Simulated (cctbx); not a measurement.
# Lattice, Laue class and space group of a new crystal

Cell: a = 8.1490 Å, b = 8.1490 Å, c = 3.9630 Å, α = 90.00°, β = 90.00°, γ = 120.00°. Expected content of the cell: Tm3 Sn3 In3.

The data are simulated with cctbx, not measured: Mo Kα, λ = 0.71073 Å, to d = 0.75 Å, 70 % of the full sphere, strongest reflection 70000 counts, noise from counting, a 3 % proportional error and a noise floor of 15 counts (s.d.); no absorption.

A first pass over the reflections prints:

```text
1588 reflections to d = 0.751 A
centring   violations  <I/sigma> of those
    A        751 of   792     23.2
    B        776 of   819     23.2
    C        745 of   803     23.3
    I        771 of   815     23.2
    R        985 of  1050     23.2
    F       1136 of  1207     23.2
Laue class    unique    Rint  (classes that these axes allow; Friedel mates merged)
P -1             1040   0.044
P 1 1 2/m         629   0.041
P -3              378   0.042
P -3 1 m          216   0.044
P -3 m 1          231   0.044
P 6/m             217   0.044
P 6/m m m         143   0.045
space group    extra absences  I>4sigma  <I/sigma>
P 6 2 2                 0          0         -  acentric
P 6 m m                 0          0         -  acentric
P -6 m 2                0          0         -  acentric
P -6 2 m                0          0         -  acentric
P 6/m m m               0          0         -  centric
Wilson B = 0.92 A^2   <|E^2-1|> = 0.608 (0.968 centric, 0.736 acentric)   E^2>4: 0.0 %
shell (A)         n   <I/sigma>
 7.06 - 1.50     26     52.9
 1.50 - 1.19     18     63.5
 1.19 - 1.04     16     52.1
 1.04 - 0.95     20     50.1
 0.95 - 0.88     17     48.2
 0.88 - 0.83     12     47.9
 0.83 - 0.79     19     47.8
 0.79 - 0.75     15     49.4
```

Q: Read the symmetry from these tables.

Every centring test has many violations, so the lattice is primitive.

Rint stays low (0.041 to 0.045) up to P 6/m m m, the highest class in these axes.

5 settings pass the absence test. No glide or screw absences show, which leaves P 6 2 2, P 6 m m, P -6 m 2, P -6 2 m and P 6/m m m.

⟨|E²−1|⟩ = 0.608 leans to a non-centrosymmetric structure, or to twinning, which lowers it. The Wilson B of 0.92 Å² means U ≈ 0.0117 Å².

The true group is P-62m (no. 189), Laue class 6/mmm, non-centrosymmetric. The tables only narrow the choice to the tied entries; cell content, site symmetry and trial solutions must settle it.

The model is made up (kin elements in a known structure type, no relaxation), so it says nothing on whether the phase exists.

[Logs are printed without paths, hosts, clocks, repeated set-up lines and the standing remarks that a program may print on its own settings, such as how far it seeks lower states.]
